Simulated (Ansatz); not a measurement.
# How well the gap of NaI (Fm-3m) can be computed, part 2 of 3

Aim: a best estimate of the quasiparticle gap of NaI (Fm-3m), with each correction and its cost laid out.

Ansatz 0.2.0; density functionals, hybrids, G0W0, plane waves, PAW. Known limits of the many-body steps: not at the basis limit; no spin-orbit coupling.

So far. Step 6 (HSE06): The gap stands +1.03 eV against PBE. Step 7 (PBE0): The gap stands +1.71 eV against PBE.

In doubt: masses and optical values from hybrid runs of this build are listed as unsure (step 13), which bears on the screening that GW takes from such a start.

### Step 8. DDH-PBE0

Here the share of exact exchange is set once to one over ε∞ of the semilocal ground state, the screening that GW applies at long range.

This step: DFT, dielectric-dependent PBE0 (fraction 1/eps_inf of PBE), plane waves, PAW.

File input.yaml:

```yaml
crystal:
  lattice:
    - [0.0, 3.2364, 3.2364]
    - [3.2364, 0.0, 3.2364]
    - [3.2364, 3.2364, 0.0]
  atoms:
    - { symbol: Na, position: [0.0, 0.0, 0.0] }
    - { symbol: I, position: [0.5, 0.5, 0.5] }
  host: atoms
kpoints:
  mp_grid: { grid: [4, 4, 4] }
  band_path:
    path:
      - [0.0, 0.0, 0.0]
      - [0.5, 0.0, 0.5]
      - [0.625, 0.25, 0.625]
      - [0.375, 0.375, 0.75]
      - [0.5, 0.5, 0.5]
      - [0.5, 0.25, 0.75]
    npoints: 1
hamiltonian:
  xc:
    exchange: pbe
    correlation: pbe
    exx: { coeff: inverse_dielectric }
scf:
  occupations: { method: fixed }
  n_extra_bands: 4
output:
  eigenvalues: true
  write_density: true
  write_potential: true
  elf: true
  volumetric_format: npy
```

Launch:

```
ansatz run input.yaml --threads 3 --pin off --max-ram 92160MiB --backend cuda --events-out ev --progress --plain --runs-dir out --devices 1 --max-vram 13GiB
```

Numbers of over 12 decimals in the logs are rounded to 6 here.

What it wrote:

```text
[...]
the fraction of exact exchange is that of a crystal of Na1I1
GPUs: using 1 of 1 available (devices: 1).
[...]
a weight of exact exchange comes from the crystal, and the text's number only plans the run
Solving k-mesh 4×4×4 for the fraction of exact exchange
[...]
E sigma→0 (E₀):  -9006.941684 eV
Fermi energy:    1.761245 eV
[...]
--- Band table (eV; the first three rows and the last of 8) ---
  k-point 0: bands = [... 9 lower, -10.4182, 1.7612, 1.7612, 1.7612, 7.4378, 11.8359, 11.8359, 11.8359]
  k-point 1: bands = [... 9 lower, -10.2418, 0.3610, 1.5973, 1.5973, 8.7378, 11.4106, 11.9118, 11.9118]
  k-point 2: bands = [... 9 lower, -10.0485, -0.6598, 1.4444, 1.4444, 8.8326, 11.3678, 11.3678, 12.9255]
  k-point 7: bands = [... 9 lower, -9.9453, 0.1901, 0.1901, 0.7479, 9.7457, 11.3362, 11.3362, 11.9017]
[key lines of the parts left out:]
Free energy (F): -9006.941684 eV
```

Run time: 33 s. Hardware: 1 × NVIDIA H100 80GB HBM3 (shared by 6 runs) with 3 threads of AMD EPYC 7R13 (Zen 3), shared host; peak memory 1.2 GiB.

Numbers from this step:

```
gap                     : 5.677 eV
valence top at          : Γ
conduction bottom at    : Γ
least direct gap        : 5.677 eV
exact-exchange fraction : 0.2964
```

The gap stands +2.03 eV against PBE; the share of exchange is 0.296, one over an ε∞ of 3.4.

### Step 9. Dielectric tensor

ε∞ sets how strongly the crystal screens. Perturbation theory gives it with local fields and without a sum over empty bands.

This step: dielectric response by perturbation theory, PBE, plane waves, PAW.

File input.yaml:

```yaml
crystal:
  lattice:
    - [0.0, 3.2364, 3.2364]
    - [3.2364, 0.0, 3.2364]
    - [3.2364, 3.2364, 0.0]
  atoms:
    - { symbol: Na, position: [0.0, 0.0, 0.0] }
    - { symbol: I, position: [0.5, 0.5, 0.5] }
kpoints:
  mp_grid: { grid: [6, 6, 6] }
hamiltonian:
  xc: pbe
scf:
  occupations: { method: fixed }
dielectric: {}
```

What it wrote:

```text
GPUs: using 1 of 1 available (devices: 1).
[...]
GPU FFT provider: cuFFT
GPU libraries: cuBLAS 13.8.2, cuFFT 12.4.0, cuSOLVER 12.3.4
Crystal: 2 atoms, lattice volume = 67.798 Å³
Basis set: ecut = 420 eV, 1363 PW (Γ), exchange–correlation on 64×64×64 points (8 copies of the dense FFT grid, shifted against one another)
Bands: 17, of which v1, the nominal top of the filled ones, is band 13 counted from 1 (12 counted from 0)
Symmetry: 48 space group operations
k-points: 30 of 216 (irreducible under 8 space group operations, time reversal used)
[...]
GPU buffer pool allocated for 32768 grid points (all kernels)
[...]
SCF iter   1: F=—  HF=-9001.882569 eV  |F-HF|=—  |Δ(HF+E_count)|=         —  Δρ=5.20e-4  dr2=3.95e-4  ethr=1.77e-3  ⟨swp⟩=5.0  Hψ=2242  notcnv=0  defer=56
[...]
SCF iter  10: F=-9001.882579 eV  HF=-9001.882579 eV  |F-HF|=6.18e-11  |Δ(HF+E_count)|=   8.34e-8  Δρ=2.60e-7  dr2=7.80e-11  ethr=1.00e-12  ⟨swp⟩=5.4  Hψ=2964  notcnv=0
SCF 1 converged in 10 iterations: F = -9001.882579 eV  dr2 = 7.80e-11
[...]
the response reads at least the filled bands of the reference SCF and the lowest empty band at each k-point, and that SCF's band table does not vouch for those bands. The notice of the band table in this run's record says why
[...]
DFPT response loops at Γ: preconditioner auto → none (the input reference at scf.mixing.eps_inf says where Resta's filter doesn't serve); β = 0.50; Broyden in place of MSR1
── the response to a field inside a basis, on 6×6×6 k-points: an SCF that follows is theirs, and a resumed run solves both again ──
[...]
GPU FFT provider: cuFFT
GPU libraries: cuBLAS 13.8.2, cuFFT 12.4.0, cuSOLVER 12.3.4
Bands: 14, of which v1, the nominal top of the filled ones, is band 13 counted from 1 (12 counted from 0)
k-points: 28 of 216 (irreducible under 12 space group operations)
[...]
GPU buffer pool allocated for 32768 grid points (all kernels)
GPU transforms: band sums: pruned to the plane-wave sphere, on 32×32×32
Eigensolver: Dense (28 Hₖ)
[...]
SCF 1 converged in 3 iterations: F = -9001.880878 eV  dr2 = 1.28e-8
[...]
SCF converged after 10 iterations
Free energy (F): -9001.882579 eV
[...]
Internal energy: -9001.882579 eV  (E = F + TS)
E sigma→0 (E₀):  -9001.882579 eV
Fermi energy:    3.033305 eV
[...]
--- Band table (eV; the first three rows and the last of 30) ---
  k-point 0: bands = [... 9 lower, -7.9833, 3.0333, 3.0333, 3.0333, 6.6774, 10.9947, 10.9947, 10.9947]
  k-point 1: bands = [... 9 lower, -7.9097, 2.3014, 2.9583, 2.9583, 7.4883, 10.5011, 11.1837, 11.1837]
  k-point 2: bands = [... 9 lower, -7.7538, 1.2741, 2.8184, 2.8184, 8.1411, 10.7586, 10.7586, 11.0382]
  k-point 29: bands = [... 9 lower, -7.5876, 1.3665, 1.9306, 2.1475, 8.3968, 9.5482, 11.6150, 11.6744]
--- Dielectric response (ions clamped): 3 representative field directions + reference, inside a basis on a mesh of 216 k-points (Σ response iterations 15) ---
  ε∞ (high-frequency dielectric tensor):
        3.373583     0.000000    -0.000000
        0.000000     3.373583    -0.000000
       -0.000000    -0.000000     3.373583
  Born effective charges Z* (e; rows j = field, columns β = displacement):
    site 0:
         1.20036    0.00000   -0.00000
         0.00000    1.20036   -0.00000
        -0.00000   -0.00000    1.20036
    site 1:
        -1.20036   -0.00000    0.00000
        -0.00000   -1.20036    0.00000
         0.00000    0.00000   -1.20036
  Z* charge neutrality: 1.687e-4 e pre-enforcement
  solved inside a basis spanned on kpoints, on 6×6×6 k-points, its susceptibility summed on 10×10×10: ε∞ is read to err by 7.4e-3, Z* by 1.8e-2 e (field_mesh: kpoints solves on kpoints); Z* is corrected for what the basis lacks
```

Run time: 17 s. Hardware: 1 × NVIDIA H100 80GB HBM3 (shared by 6 runs) with 3 threads; peak memory 1.1 GiB; 17 s of CPU time.

Numbers from this step:

- stated error of ε∞: 0.0074

One over ε∞ averages 0.30, somewhat over the quarter of exact exchange in PBE0.

High-frequency dielectric tensor:

```
3.37 0.00 0.00
0.00 3.37 0.00
0.00 0.00 3.37
```

### Step 10. G0W0, 4×4×4 mesh, 71 empty bands, screening to 60 eV

Now the one-shot GW correction: screening in the RPA, then the self-energy of the levels asked for.

This step: G0W0 on PBE, plane waves, PAW.

input.yaml, the sections that differ from step 9:

```yaml
kpoints:
  mp_grid: { grid: [4, 4, 4] }
gw:
  n_empty_bands: 71
  ecut_chi: 60
  qp_bands: [v2, c2]
  qp_kpoints: band_edges
  screening: { model: contour_deformation }
# crystal, hamiltonian, scf: as in step 9
# dielectric: removed
```

What it wrote:

```text
GPUs: using 1 of 1 available (devices: 1).
[...]
GPU FFT provider: cuFFT
GPU libraries: cuBLAS 13.8.2, cuFFT 12.4.0, cuSOLVER 12.3.4
Crystal: 2 atoms, lattice volume = 67.798 Å³
Basis set: ecut = 420 eV, 1363 PW (Γ)
Bands: 17, of which v1, the nominal top of the filled ones, is band 13 counted from 1 (12 counted from 0)
Symmetry: 48 space group operations
[...]
k-points: 8 of 64
[...]
1    15     10.5540    -4.8221    -3.4580    -9.0453  0.8105    11.3287    11.3192  root
[...]
6    12      2.2948   -16.8329     2.1181   -13.4981  0.7884     1.0540     1.0781  root
     6    13      2.2948   -16.8329     2.1181   -13.4981  0.7884     1.0540     1.0781  root
     6    14      7.5352    -4.5127    -3.1155    -8.3657  0.8301     8.2789     8.2727  root
     6    15      8.6040    -3.3381    -3.0639    -6.9037  0.8290     9.1086     9.1057  root
[key lines of the parts left out:]
SCF converged after 8 iterations
Free energy (F): -9001.877046 eV
Fermi energy:    3.038382 eV
```

It took 5.3 s on 1 × NVIDIA H100 80GB HBM3 (shared by 6 runs) with 3 threads; peak memory 1.1 GiB; 5.2 s of CPU time.

This step gave:

```yaml
bands_summed: 84
rpa_eps_infinity_on_this_mesh_eigenvalues: 3.207, 3.207, 3.207
plane_waves_in_the_screening_matrix: 65
g0w0_gap_on_the_mesh: 5.402 eV
k_of_the_valence_top: 0, 0, 0
k_of_the_conduction_bottom: 0, 0, 0
starting_gap_on_the_mesh: 3.642 eV
least_direct_g0w0_gap_on_the_computed_points: 5.402 eV
```

The gap on the mesh goes from 3.64 eV to 5.40 eV, a correction of +1.76 eV. Between the two edge states, bare exchange in place of the xc potential would open the gap by 6.82 eV, and correlation takes back 5.06 eV.

### Step 11. G0W0, 4×4×4 mesh, 202 empty bands, screening to 120 eV

Another rung: the empty bands reach about as high as the screening cutoff, so the two stay in balance.

input.yaml: that of step 10 with these lines changed.

```diff
@@ -15,4 +15,4 @@
 gw:
-  n_empty_bands: 71
-  ecut_chi: 60
+  n_empty_bands: 202
+  ecut_chi: 120
   qp_bands: [v2, c2]
```

What it wrote:

```text
GPUs: using 1 of 1 available (devices: 1).
[...]
GPU FFT provider: cuFFT
GPU libraries: cuBLAS 13.8.2, cuFFT 12.4.0, cuSOLVER 12.3.4
Crystal: 2 atoms, lattice volume = 67.798 Å³
Basis set: ecut = 420 eV, 1363 PW (Γ)
Bands: 17, of which v1, the nominal top of the filled ones, is band 13 counted from 1 (12 counted from 0)
Symmetry: 48 space group operations
[...]
k-points: 8 of 64
[...]
1    15     10.5540    -4.8221    -3.6440    -9.0453  0.8091    11.1385    11.1332  root
[...]
6    12      2.2948   -16.8329     1.8093   -13.4981  0.7853     0.7297     0.7693  root
     6    13      2.2948   -16.8329     1.8093   -13.4981  0.7853     0.7297     0.7693  root
     6    14      7.5352    -4.5127    -3.2362    -8.3657  0.8294     8.1563     8.1520  root
     6    15      8.6040    -3.3381    -3.1690    -6.9037  0.8284     9.0024     9.0006  root
[key lines of the parts left out:]
SCF converged after 8 iterations
Free energy (F): -9001.877046 eV
Fermi energy:    3.038382 eV
```

Elapsed: 7.7 s, on 1 × NVIDIA H100 80GB HBM3 (shared by 6 runs) with 3 threads; peak memory 1.1 GiB.

Numbers from this step:

- bands summed: 215
- RPA ε∞ on this mesh (eigenvalues): 3.208, 3.208, 3.208
- plane waves in the screening matrix: 181
- G0W0 gap on the mesh: 5.596 eV
- k of the valence top: 0, 0, 0
- k of the conduction bottom: 0, 0, 0
- starting gap on the mesh: 3.642 eV
- least direct G0W0 gap on the computed points: 5.596 eV

Against the run with 4×4×4 mesh, 71 empty bands, screening to 60 eV, the gap moves by +0.19 eV.

### Step 12. G0W0, 4×4×4 mesh, 435 empty bands, screening to 200 eV

input.yaml: that of step 11 with these lines changed.

```diff
@@ -15,4 +15,4 @@
 gw:
-  n_empty_bands: 202
-  ecut_chi: 120
+  n_empty_bands: 435
+  ecut_chi: 200.0
   qp_bands: [v2, c2]
```

What it wrote:

```text
GPUs: using 1 of 1 available (devices: 1).
[...]
GPU FFT provider: cuFFT
GPU libraries: cuBLAS 13.8.2, cuFFT 12.4.0, cuSOLVER 12.3.4
Crystal: 2 atoms, lattice volume = 67.798 Å³
Basis set: ecut = 420 eV, 1363 PW (Γ)
Bands: 17, of which v1, the nominal top of the filled ones, is band 13 counted from 1 (12 counted from 0)
Symmetry: 48 space group operations
[...]
k-points: 8 of 64
[...]
GPU buffer pool allocated for 32768 grid points (all kernels)
[...]
SCF iter   1: F=—  HF=-9001.877174 eV  |F-HF|=—  |Δ(HF+E_count)|=         —  Δρ=6.27e-4  dr2=6.17e-4  ethr=1.77e-3  ⟨swp⟩=5.1  Hψ=604  notcnv=0  defer=12
[...]
SCF iter   8: F=-9001.877046 eV  HF=-9001.877046 eV  |F-HF|=6.03e-8  |Δ(HF+E_count)|=   1.11e-7  Δρ=7.16e-6  dr2=8.25e-8  ethr=3.85e-10  ⟨swp⟩=4.5  Hψ=562  notcnv=0
SCF 1 converged in 8 iterations: F = -9001.877046 eV  dr2 = 8.25e-8
[...]
G₀W₀ screening: q 1/8
[... further progress lines ...]
[...]
SCF converged after 8 iterations
Free energy (F): -9001.877046 eV
[...]
Internal energy: -9001.877046 eV  (E = F + TS)
E sigma→0 (E₀):  -9001.877046 eV
Fermi energy:    3.038382 eV
[...]
--- Band table (eV; the first three rows and the last of 8) ---
  k-point 0: bands = [... 9 lower, -7.9769, 3.0384, 3.0384, 3.0384, 6.6804, 10.9971, 10.9971, 10.9971]
  k-point 1: bands = [... 9 lower, -7.8268, 1.7488, 2.8918, 2.8918, 7.9672, 10.5540, 11.0290, 11.0290]
  k-point 2: bands = [... 9 lower, -7.6643, 0.8599, 2.7576, 2.7576, 8.1358, 10.5021, 10.5021, 11.7694]
  k-point 7: bands = [... 9 lower, -7.5788, 1.6331, 1.6331, 2.1075, 8.8669, 10.5348, 10.5348, 10.9589]
[...]
0    12      3.0384   -17.5614     1.4336   -14.5415  0.7912     1.4134     1.4520  root
     0    13      3.0384   -17.5614     1.4336   -14.5415  0.7912     1.4134     1.4520  root
     0    14      6.6804    -5.2755    -3.3657    -9.0709  0.8325     7.1120     7.1101  root
     0    15     10.9971    -3.7357    -3.5863    -7.8644  0.8150    11.5438    11.5396  root
     1    12      2.8918   -17.3718     1.4765   -14.2929  0.7900     1.2490     1.2894  root
     1    13      2.8918   -17.3718     1.4765   -14.2929  0.7900     1.2490     1.2894  root
     1    14      7.9672    -5.3843    -3.4309    -9.2668  0.8259     8.4211     8.4187  root
     1    15     10.5540    -4.8221    -3.7099    -9.0453  0.8088    11.0713    11.0672  root
     2    12      2.7576   -17.2274     1.5222   -14.0867  0.7888     1.0967     1.1391  root
     2    13      2.7576   -17.2274     1.5222   -14.0867  0.7888     1.0967     1.1391  root
     2    14      8.1358    -4.2489    -3.2819    -7.9347  0.8284     8.5415     8.5397  root
     2    15     10.5021    -4.4203    -3.5443    -8.6039  0.8147    11.1472    11.1413  root
     3    12      2.6344   -17.0969     1.5594   -13.9170  0.7881     0.9706     1.0139  root
     3    13      2.6344   -17.0969     1.5594   -13.9170  0.7881     0.9706     1.0139  root
     3    14      8.3204    -5.7752    -3.5141    -9.8385  0.8224     8.8733     8.8696  root
     3    15      9.4037    -3.2997    -3.3447    -7.0489  0.8240     9.8102     9.8082  root
     5    12      2.0733   -16.3988     1.7287   -13.0139  0.7835     0.3676     0.4170  root
     5    13      2.7507   -17.2040     1.5183   -14.0693  0.7888     1.0920     1.1342  root
     5    14      9.2574    -4.5379    -3.4869    -8.5071  0.8208     9.7427     9.7397  root
     5    15      9.8910    -5.7419    -3.7796   -10.2007  0.8100    10.5771    10.5702  root
     6    12      2.2948   -16.8329     1.6825   -13.4981  0.7848     0.5950     0.6425  root
     6    13      2.2948   -16.8329     1.6825   -13.4981  0.7848     0.5950     0.6425  root
     6    14      7.5352    -4.5127    -3.2664    -8.3657  0.8292     8.1256     8.1218  root
     6    15      8.6040    -3.3381    -3.1989    -6.9037  0.8283     8.9722     8.9707  root
```

Elapsed: 15 s, on 1 × NVIDIA H100 80GB HBM3 (shared by 6 runs) with 3 threads; peak memory 1.4 GiB; 17 s of CPU time.

This step gave:

- bands summed: 448
- RPA ε∞ on this mesh (eigenvalues): 3.207, 3.207, 3.207
- plane waves in the screening matrix: 411
- q-points in the mesh: 64
- G0W0 gap on the mesh: 5.658 eV
- k of the valence top: 0, 0, 0
- k of the conduction bottom: 0, 0, 0
- starting gap on the mesh: 3.642 eV
- Z at the valence top: 0.7912
- Z at the conduction bottom: 0.8325
- least direct G0W0 gap on the computed points: 5.658 eV

Against the run with 4×4×4 mesh, 202 empty bands, screening to 120 eV, the gap moves by +0.06 eV.

Limits: finite bands, cutoff and mesh; no spin-orbit coupling. v1 is the top filled band, c1 the lowest empty one. Levels before and after the correction, in eV, zero at the valence-band top of each column:

|  | conduction bottom | valence top |
| --- | --- | --- |
| Kohn-Sham | 3.64 | 0.00 |
| G0W0 | 5.66 | 0.00 |

|  | level | occupation | energy (eV) |
| --- | --- | --- | --- |
| Kohn-Sham | Γ v2-v1 | 2 | 0.000 |
| Kohn-Sham | Γ c1 | 0 | 3.642 |
| Kohn-Sham | Γ c2 | 0 | 7.959 |
| G0W0 | Γ v2-v1 | 2 | 0.000 |
| G0W0 | Γ c1 | 0 | 5.658 |
| G0W0 | Γ c2 | 0 | 10.088 |

How the two edges are built up, in eV (the quasiparticle level is the starting level plus Σx plus Σc less Vxc):

| run | edge | start | Σx | Σc | Vxc | Z | QP |
| --- | --- | --- | --- | --- | --- | --- | --- |
| 84 bands | valence top | 3.04 | -17.56 | 1.95 | -14.54 | 0.80 | 1.96 |
| 84 bands | conduction bottom | 6.68 | -5.28 | -3.11 | -9.07 | 0.83 | 7.37 |
| 215 bands | valence top | 3.04 | -17.56 | 1.58 | -14.54 | 0.79 | 1.60 |
| 215 bands | conduction bottom | 6.68 | -5.28 | -3.28 | -9.07 | 0.83 | 7.20 |
| 448 bands | valence top | 3.04 | -17.56 | 1.43 | -14.54 | 0.79 | 1.45 |
| 448 bands | conduction bottom | 6.68 | -5.28 | -3.37 | -9.07 | 0.83 | 7.11 |

### Step 13. G0W0@HSE06, 4×4×4 mesh, 202 empty bands, screening to 120 eV

The same correction from a different start measures what one shot leaves open. Bands and cutoff differ from the step before, so it is read against an earlier run that matches them.

This step: G0W0 on HSE06, plane waves, PAW.

input.yaml: that of step 12 with these lines changed.

```diff
@@ -11,3 +11,3 @@
 hamiltonian:
-  xc: pbe
+  xc: hse06
 scf:
@@ -15,4 +15,4 @@
 gw:
-  n_empty_bands: 435
-  ecut_chi: 200.0
+  n_empty_bands: 202
+  ecut_chi: 120
   qp_bands: [v2, c2]
```

What it wrote:

```text
GPUs: using 1 of 1 available (devices: 1).
[...]
GPU FFT provider: cuFFT
GPU libraries: cuBLAS 13.8.2, cuFFT 12.4.0, cuSOLVER 12.3.4
Crystal: 2 atoms, lattice volume = 67.798 Å³
Basis set: ecut = 420 eV, 1363 PW (Γ)
Bands: 17, of which v1, the nominal top of the filled ones, is band 13 counted from 1 (12 counted from 0)
Symmetry: 48 space group operations
[...]
k-points: 8 of 64
[...]
1    14      8.2951    -5.1184    -3.1803    -8.7306  0.8483     8.7287     8.7271  root
     1    15     10.9306    -4.6507    -3.4072    -8.5037  0.8341    11.3787    11.3765  root
[...]
6    12      1.5324   -16.8557     1.5075   -14.2721  0.8132     0.4429     0.4564  root
     6    13      1.5324   -16.8557     1.5075   -14.2721  0.8132     0.4429     0.4564  root
     6    14      7.8660    -4.3602    -3.0530    -7.9303  0.8512     8.3853     8.3831  root
     6    15      8.8341    -3.2557    -2.9879    -6.6006  0.8502     9.1921     9.1910  root
[key lines of the parts left out:]
Free energy (F): -9006.879621 eV
Fermi energy:    2.335557 eV
```

Elapsed: 25 s, on 1 × NVIDIA H100 80GB HBM3 (shared by 6 runs) with 3 threads; peak memory 1.2 GiB; 18 s of CPU time.

This step gave:

```
bands summed                                 : 215
RPA ε∞ on this mesh (eigenvalues)            : 2.796, 2.796, 2.796
plane waves in the screening matrix          : 181
G0W0 gap on the mesh                         : 6.112 eV
k of the valence top                         : 0, 0, 0
k of the conduction bottom                   : 0, 0, 0
starting gap on the mesh                     : 4.676 eV
least direct G0W0 gap on the computed points : 6.112 eV
```

Against the run with 4×4×4 mesh, 202 empty bands, screening to 120 eV on PBE, the gap moves by +0.52 eV, while the start moved by +1.03 eV.

(Continued in part 3 of 3.)

[Paths, hosts, dates, memory and timing lines, banners, echoed tables and standing remarks are left out of the program output.]

[Logs are printed without paths, hosts, clocks, repeated set-up lines and the standing remarks that a program may print on its own settings, such as how far it seeks lower states.]

[Runs of the session that timed out or met a known fault of the program may be left out.]

[Cells called generated may have been cut or substituted from an entry of the Crystallography Open Database or the Materials Project.]

[Hosts, paths, dates, database ids (printed as entryN), source tags and the programs' standing remarks are cut or masked in the printed files.]
